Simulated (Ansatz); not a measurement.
# S on Mg(0001): change of the work function

How does S on the fcc site change the work function of Mg(0001) as the layer fills?

Main program and level: Ansatz 0.2.0; plane-wave DFT, PBE, Ansatz PAW.

### Step 1. Set-up

The cell holds 4 atoms: 4 Mg. Its edges and angles: a = 3.210 Å, b = 3.210 Å, c = 25.820 Å, α = 90.0°, β = 90.0°, γ = 60.0°. Vacuum lies along c.

### Step 2. The clean slab

The bare slab comes first, as the zero from which every change is counted. The two lowest layers are held at bulk places and the upper ones relax. The dipole correction removes the false field that a one-sided slab makes across the periodic vacuum, so each face gets a flat vacuum level of its own.

File input.yaml:

```yaml
crystal:
  lattice:
    - [3.21, 0.0, 0.0]
    - [1.605, 2.7799415461, 0.0]
    - [0.0, 0.0, 25.81956]
  atoms:
    - { symbol: Mg, position: [0.6666666667, 0.6666666667, 0.3485729424] }
    - { symbol: Mg, position: [0.0, 0.0, 0.4495243141] }
    - { symbol: Mg, position: [0.6666666667, 0.6666666667, 0.5504756859] }
    - { symbol: Mg, position: [0.0, 0.0, 0.6514270576] }
kpoints:
  mp_grid: { grid: [12, 12, 1] }
hamiltonian:
  xc: pbe
scf:
  occupations: { method: fermi_dirac, width: 0.1 }
  convergence: { dr2_threshold: 1.0e-08 }
efield:
  axis: 3
  dipole_correction: true
  ramp_position: 0.97
  ramp_width: 0.06
relax:
  f_tol: 0.02
  max_steps: 60
  constraints: [{ sites: [0, 1] }]
output:
  write_potential: true
  write_density: true
  volumetric_format: npy
```

Started as:

```bash
> ansatz run input.yaml --threads 2 --pin off --max-ram 3072MiB --backend cpu --events-out ev --progress --plain --runs-dir out
```

Numbers of over 12 decimals in the logs are rounded to 6 here.

What it wrote:

```text
Engine: ansatz 0.2.0, aarch64-unknown-linux-gnu
Pseudopotentials: kind: paw
Pseudopotential: Mg, paw, valence charge 10, recommended cutoff 420 eV (normal), Mg.paw.azcp
Functional definition: PBE
  parameter kappa = 0.804
  parameter beta = 0.066725
  exchange = pbe_x(kappa = kappa, mu = beta*pi^2/3)
  correlation = pbe_c(beta = beta)
Crystal: 4 atoms, lattice volume = 230.404 Å³
Basis set: ecut = 420 eV, 4575 PW (Γ), exchange–correlation on 48×48×360 points (8 copies of the dense FFT grid, shifted against one another)
Bands: 24, of which v1, the nominal top of the filled ones, is band 20 counted from 1 (19 counted from 0)
Symmetry: 6 space group operations
k-points: 19 of 144 (time reversal used)
Non-local potential: Mg, projectors of the file, l = 0: 3, l = 1: 2, l = 2: 1
PAW form: soft (Blöchl's): semilocal exchange-correlation on the pseudo side does not see the compensation charge
PAW one-centre angular grid: Mg, 110 points (default); XC on 64 Gauss nodes
Initial density: superposition of atomic densities (neutral atoms: chi_scale 0, normalization atom), corrected by the library's trained network
Initial wavefunctions: pseudopotential atomic-orbital guess
Functional: x = pbe(κ = 0.804, μ = 0.219515), c = pbe(β = 0.066725)
SCF iter   1: F=—  HF=-7694.613554 eV  |F-HF|=—  |Δ(HF+E_count)|=         —  Δρ=7.47e-4  dr2=5.39e-3  ethr=1.77e-3  p=0.000 e·Å  D=2.46e-14 V/Å  ΔV_dip=-0.00 eV  dr2_dipole=1.19e-8  V_vac-E_F(+/−)=3.79/3.79 eV  ⟨swp⟩=8.1  Hψ=2477  notcnv=0
efield: sawtooth ramp at fractional position 0.9700 (set: `efield.ramp_position`, or a place that a band, a saddle search or an elastic batch's reference lends), width 0.0600; the density the first Hamiltonian is built on has a dipole p = 0.000 e·Å; the dipole correction subtracts the counter field D = 2.46e-14 V/Å, which shifts the + side's vacuum level by -0.00 eV against the − side's; the planar-averaged density in the ramp window peaks in size at 1.5e-5 e/Å³
preconditioner: auto → LDOS  [metal: Δε(μ)=0.163 eV  Ē_g=4.548 eV  σ=0.100 eV  W_gap=0.39  n_scr=16 (ndim 8)  ℏωp=6.9 eV  f_vac=0.528  D(μ)=2.23/eV (n_scr^D=10)  β→1.0]
SCF iter   2: F=—  HF=-7694.613892 eV  |F-HF|=—  |Δ(HF+E_count)|=   3.38e-4  Δρ=2.82e-4  dr2=3.90e-4  ethr=1.35e-5  p=0.000 e·Å  D=1.21e-5 V/Å  ΔV_dip=-0.00 eV  dr2_dipole=1.36e-8  V_vac-E_F(+/−)=3.82/3.82 eV  ⟨swp⟩=2.1  Hψ=706  notcnv=0
SCF iter   3: F=—  HF=-7694.613926 eV  |F-HF|=—  |Δ(HF+E_count)|=   3.33e-5  Δρ=9.30e-5  dr2=4.23e-5  ethr=9.74e-7  p=-0.000 e·Å  D=-5.84e-8 V/Å  ΔV_dip=0.00 eV  dr2_dipole=1.53e-10  V_vac-E_F(+/−)=3.80/3.80 eV  ⟨swp⟩=2.3  Hψ=617  notcnv=0
SCF iter   4: F=—  HF=-7694.613948 eV  |F-HF|=—  |Δ(HF+E_count)|=   2.23e-5  Δρ=2.68e-5  dr2=4.91e-6  ethr=1.06e-7  p=-0.000 e·Å  D=-1.95e-7 V/Å  ΔV_dip=0.00 eV  dr2_dipole=4.52e-11  V_vac-E_F(+/−)=3.79/3.79 eV  ⟨swp⟩=2.0  Hψ=527  notcnv=0
SCF iter   5: F=—  HF=-7694.613928 eV  |F-HF|=—  |Δ(HF+E_count)|=   1.99e-5  Δρ=6.90e-6  dr2=4.91e-7  ethr=1.23e-8  p=-0.000 e·Å  D=-1.86e-7 V/Å  ΔV_dip=0.00 eV  dr2_dipole=4.79e-11  V_vac-E_F(+/−)=3.79/3.79 eV  ⟨swp⟩=2.1  Hψ=509  notcnv=0
SCF iter   6: F=—  HF=-7694.613928 eV  |F-HF|=—  |Δ(HF+E_count)|=   2.89e-7  Δρ=1.60e-6  dr2=2.03e-8  ethr=1.23e-9  p=-0.000 e·Å  D=-9.73e-8 V/Å  ΔV_dip=0.00 eV  dr2_dipole=1.13e-12  V_vac-E_F(+/−)=3.79/3.79 eV  ⟨swp⟩=2.0  Hψ=530  notcnv=0
SCF iter   7: F=-7694.613928 eV  HF=-7694.613928 eV  |F-HF|=7.69e-10  |Δ(HF+E_count)|=   7.80e-9  Δρ=3.80e-7  dr2=3.40e-10  ethr=2.50e-11  p=-0.000 e·Å  D=-8.33e-9 V/Å  ΔV_dip=0.00 eV  dr2_dipole=6.67e-13  V_vac-E_F(+/−)=3.79/3.79 eV  ⟨swp⟩=8.7  Hψ=2644  notcnv=0
SCF 1 converged in 7 iterations: F = -7694.613928 eV  dr2 = 3.40e-10
  greatest PAW one-centre occupation: 1.000 electrons in one spin orbital (limit 2), on the Mg atom at site 2 (counted from 0), in its partial waves of l = 0
relax step   1: F+E_penalty+E_count = -7694.61392834 eV  Δ(F+E_penalty+E_count) = +0.000e0 eV  max|allowed force component| = 4.415e-2 eV/Å  Δτ_max = 0.0000 Å  (7 SCF iters, accepted)
Initial density: handed on by an earlier stage of this run
Initial wavefunctions: those handed on with the density
iter 1 solved again at ethr=7.55e-6 eV; its pass at ethr=3.10e-3 eV (dr2=3.02e-3 eV) is discarded
SCF iter   1: F=—  HF=-7694.614722 eV  |F-HF|=—  |Δ(HF+E_count)|=         —  Δρ=2.19e-4  dr2=9.85e-4  ethr=7.55e-6  p=-0.000 e·Å  D=-2.46e-8 V/Å  ΔV_dip=0.00 eV  dr2_dipole=5.18e-5  V_vac-E_F(+/−)=3.79/3.79 eV  ⟨swp⟩=2.3  Hψ=1585  notcnv=0
efield: sawtooth ramp at fractional position 0.9700 (set: `efield.ramp_position`, or a place that a band, a saddle search or an elastic batch's reference lends), width 0.0600; the density the first Hamiltonian is built on has a dipole p = -0.000 e·Å; the dipole correction subtracts the counter field D = -2.46e-8 V/Å, which shifts the + side's vacuum level by +0.00 eV against the − side's; the planar-averaged density in the ramp window peaks in size at 3.7e-7 e/Å³
preconditioner: auto → LDOS  [metal: Δε(μ)=0.173 eV  Ē_g=4.535 eV  σ=0.100 eV  W_gap=0.41  n_scr=16 (ndim 8)  ℏωp=6.9 eV  f_vac=0.529  D(μ)=2.24/eV (n_scr^D=10)  β→1.0]
SCF iter   2: F=—  HF=-7694.614661 eV  |F-HF|=—  |Δ(HF+E_count)|=   6.12e-5  Δρ=7.35e-5  dr2=3.77e-5  ethr=2.46e-6  p=-0.000 e·Å  D=-6.75e-5 V/Å  ΔV_dip=0.00 eV  dr2_dipole=1.71e-6  V_vac-E_F(+/−)=3.79/3.79 eV  ⟨swp⟩=2.0  Hψ=503  notcnv=0
SCF iter   3: F=—  HF=-7694.614688 eV  |F-HF|=—  |Δ(HF+E_count)|=   2.78e-5  Δρ=2.08e-5  dr2=3.89e-6  ethr=9.43e-8  p=0.000 e·Å  D=9.60e-5 V/Å  ΔV_dip=-0.00 eV  dr2_dipole=1.74e-10  V_vac-E_F(+/−)=3.79/3.79 eV  ⟨swp⟩=2.0  Hψ=776  notcnv=0
SCF iter   4: F=—  HF=-7694.614664 eV  |F-HF|=—  |Δ(HF+E_count)|=   2.43e-5  Δρ=5.71e-6  dr2=4.02e-7  ethr=9.72e-9  p=0.000 e·Å  D=1.11e-4 V/Å  ΔV_dip=-0.00 eV  dr2_dipole=1.72e-8  V_vac-E_F(+/−)=3.79/3.79 eV  ⟨swp⟩=2.0  Hψ=522  notcnv=0
SCF iter   5: F=-7694.614664 eV  HF=-7694.614664 eV  |F-HF|=2.85e-9  |Δ(HF+E_count)|=   3.01e-8  Δρ=1.43e-6  dr2=7.85e-9  ethr=2.50e-11  p=0.000 e·Å  D=1.31e-4 V/Å  ΔV_dip=-0.00 eV  dr2_dipole=1.10e-9  V_vac-E_F(+/−)=3.79/3.79 eV  ⟨swp⟩=7.8  Hψ=2951  notcnv=0
SCF 2 converged in 5 iterations: F = -7694.614664 eV  dr2 = 7.85e-9
  greatest PAW one-centre occupation: 1.000 electrons in one spin orbital (limit 2), on the Mg atom at site 1 (counted from 0), in its partial waves of l = 0
relax step   2: F+E_penalty+E_count = -7694.61466413 eV  Δ(F+E_penalty+E_count) = -7.358e-4 eV  max|allowed force component| = 1.544e-2 eV/Å  Δτ_max = 0.0287 Å  (5 SCF iters, accepted)
NSCF: frozen V_eff on 19 k-points
the band table was solved once a step of the walk had ended and its energy, with any forces and stress, was formed, with the checks that follow a solve (2497 applications of the Hamiltonian). They found nothing against the state; the energy, forces and stress were not computed again (output.eigenvalues in the input reference)
WARN: The output density's exchange-correlation potential varies sharply where the density is thin. Do not read a vacuum level from v_tot or v_xc, or from such a field of the output density. On a cell that repeats whose density bears no net charge and no dipole along the vacuum's axis use v_es (v_loc + v_h of the components); under efield.dipole_correction with no amplitude use v_es + v_field, which holds any externa [...]
SCF converged after 5 iterations
Free energy (F): -7694.614664 eV
Harris-Foulkes:  -7694.614664 eV  (|F-HF|=2.85e-9)
Internal energy: -7694.543245 eV  (E = F + TS)
E sigma→0 (E₀):  -7694.578954 eV
Entropy (-TS):   -0.071420 eV (-17.855 meV/atom)
Fermi energy:    0.029478 eV
Dipole field:    D = 0.000172 V/Å  (p = 0.000219 e·Å, saw-weighted, corrected)
Work function:   Φ+ = 3.7873 eV   Φ− = 3.7918 eV
Levels:          The Fermi level and band energies are counted from a zero that moves with the ramp; work functions are not
--- Per-component energies (eV) ---
  E_band       = -1655.090316
  E_kinetic    = 297.500953
  E_local      = -32041.579430  (includes V_loc(G=0)·N_el)
  E_nonlocal   = 383.077104
  E_hartree    = 14982.417556
  E_xc         = -112.093321
  E_vxc        = -144.525410  (∫ρ·V_xc dr)
  E_paw        = -1170.697246  (= ΣΔE_a)
  E_vpaw       = -114.398191  (= ΣTr[D̂ρ^β])
  E_aug_tail   = -0.000015  (compensation charges beyond the density's cutoff)
  E_efield     = 0.000000  (sawtooth field / dipole correction)
  E_vefield    = -0.000058  (∫n·V_field dr)
  E_ewald      = 9966.831155
  E_smearing   = -0.071420  (= −TS)
  E_closure    = 0.000000  (closes the sum)
  Σ components = -7694.614664   (vs F -7694.614664, Δ=0.00e0)
--- Forces (eV/Å), atoms counted from 1 ---
  atom   1  Mg    -0.00000000     0.00000000    -0.04352532
  atom   2  Mg     0.00000000    -0.00000000     0.03942642
  atom   3  Mg    -0.00000000     0.00000000    -0.01135304
  atom   4  Mg     0.00000000    -0.00000000     0.01543568
  max |Σ_I F_I| component: 1.63e-5 eV/Å
--- Band table (eV; the first three rows and the last of 19) ---
  k-point 0: bands = [... 16 lower, -6.5118, -5.7358, -4.4563, -2.7079, -0.9499, 1.2324, 2.8336, 3.6962]
  k-point 1: bands = [... 16 lower, -6.3761, -5.6010, -4.3227, -2.5750, -0.8237, 1.3598, 2.9633, 3.8279]
  k-point 2: bands = [... 16 lower, -5.9704, -5.1979, -3.9232, -2.1781, -0.4451, 1.7374, 3.3475, 4.2198]
  k-point 18: bands = [... 16 lower, -0.2640, -0.2571, -0.2503, 0.4095, 0.4203, 0.4303, 1.5893, 2.1911]
--- Relaxed structure (2 steps of the walk, 2 accepted, 0 SCFs on fresh bases) ---
  F+E_penalty+E_count = -7694.61466413 eV   max|allowed force component| = 1.544e-2 eV/Å
  atoms:
    - { symbol: Mg, position: [0.666667, 0.666667, 0.348573] }
    - { symbol: Mg, position: [0.0, 0.0, 0.449524] }
    - { symbol: Mg, position: [0.666667, 0.666667, 0.550673] }
    - { symbol: Mg, position: [0, 0, 0.652538] }
```

Wall time 8 s (2 threads of Arm Neoverse V1, shared host); peak memory 0.43 GiB; 15 s of CPU time.

Step by step:

```
step  energy less that of the first step (eV)  largest force component (eV/Å)
   1                                   0.0000                          0.0442
   2                                  -0.0007                          0.0154
```

The run keeps the 6 symmetry operations that it works with, so distortions that break them were not tested.

The atoms that moved most (Å):

```
atom     dx     dy     dz  length
 Mg4  0.000  0.000  0.029   0.029
 Mg3  0.000  0.000  0.005   0.005
```

The relaxed structure:

```cif
data_structure
_symmetry_space_group_name_H-M 'P 1'
_symmetry_Int_Tables_number 1
_cell_length_a 3.2100
_cell_length_b 3.2100
_cell_length_c 25.8196
_cell_angle_alpha 90.000
_cell_angle_beta 90.000
_cell_angle_gamma 60.000
_cell_volume 230.40
loop_
_atom_site_label
_atom_site_type_symbol
_atom_site_fract_x
_atom_site_fract_y
_atom_site_fract_z
_atom_site_occupancy
Mg1 Mg 0.66667 0.66667 0.34857 1
Mg2 Mg 0.00000 0.00000 0.44952 1
Mg3 Mg 0.66667 0.66667 0.55067 1
Mg4 Mg 0.00000 0.00000 0.65254 1
```

This step gave:

- energy at zero smearing: -7694.5790 eV
- work function, upper face: 3.787 eV
- dipole along the normal: 2.19e-4 e·Å

Running mean over 2.60652 Å of the planar mean; the ramp of the sawtooth is left out. Electron's electrostatic potential energy less the Fermi level against z:

z (Å), electron's electrostatic potential energy less the Fermi level (eV) and a bar from the least value:
```
        4       3.79 ##############################
        5       3.78 ##############################
        6       3.64 #############################
        7       2.60 #########################
        8      -2.09 #######
        9      -4.02 
       10      -4.04 
       11      -4.01 
       12      -3.99 
       13      -3.98 
       14      -4.00 
       15      -3.95 
       16      -3.97 
       17      -3.95 
       18      -1.31 ##########
       19       2.90 ###########################
       20       3.68 ##############################
       21       3.78 ##############################
       22       3.79 ##############################
```

The relaxation took 2 steps and lowered the energy by 7.4e-4 eV; the largest force on the free atoms ends at 0.015 eV/Å.

The work function of the upper face is 3.79 eV.

(Continued in part 2 of 3.)

[Logs are printed without paths, hosts, clocks, repeated set-up lines and the standing remarks that a program may print on its own settings, such as how far it seeks lower states.]

[Hosts, paths, dates, database ids (printed as entryN), source tags and the programs' standing remarks are cut or masked in the printed files.]

[Maps of the electrostatic potential energy from Ansatz leave out the sawtooth potential of an applied field or a dipole correction, so their vacuum need not be flat; planar profiles and work functions include it.]
